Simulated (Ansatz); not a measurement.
# Direct or indirect: SiC (F-43m)

```
Si C
1.0
     0.00000    2.17900    2.17900
     2.17900    0.00000    2.17900
     2.17900    2.17900    0.00000
Si C
1 1
Direct
  0.00000 0.00000 0.00000
  0.75000 0.75000 0.75000
```

Method: Ansatz, PBE, independent particles, without spin-orbit coupling, line width 0.15 eV (Gaussian). The band structure gives a fundamental gap of 1.36 eV. The spectrum of vertical transitions near the edge:

| E (eV) | Im ε, E ∥ xyz |
| --- | --- |
| 0.90 | 0.00 |
| 1.08 | 0.00 |
| 1.26 | 0.00 |
| 1.44 | 0.00 |
| 1.62 | 0.00 |
| 1.80 | 0.00 |
| 1.98 | 0.00 |
| 2.16 | 0.00 |
| 2.34 | 0.00 |
| 2.52 | 0.00 |
| 2.70 | 0.00 |
| 2.88 | 0.00 |
| 3.06 | 0.00 |
| 3.24 | 0.00 |
| 3.42 | 0.00 |
| 3.60 | 0.00 |
| 3.78 | 0.00 |
| 3.96 | 0.00 |
| 4.14 | 0.00 |
| 4.32 | 0.01 |
| 4.50 | 0.35 |
| 4.68 | 1.47 |
| 4.86 | 2.49 |
| 5.04 | 3.33 |
| 5.22 | 4.25 |
| 5.40 | 5.37 |
| 5.58 | 6.76 |
| 5.76 | 8.39 |

Question: Is the gap direct or indirect, and about where do vertical transitions set in?

Answer: Indirect, by the band path, whose least direct gap is 4.55 eV. The curves fit this: they stay near zero above 1.36 eV and rise only from about 4.5 eV, though a forbidden direct transition would look alike. Lines are broadened by 0.15 eV, which spreads the edge, and phonons, which would give weak absorption from the fundamental gap up, are left out.

[Logs are printed without paths, hosts, clocks, repeated set-up lines and the standing remarks that a program may print on its own settings, such as how far it seeks lower states.]
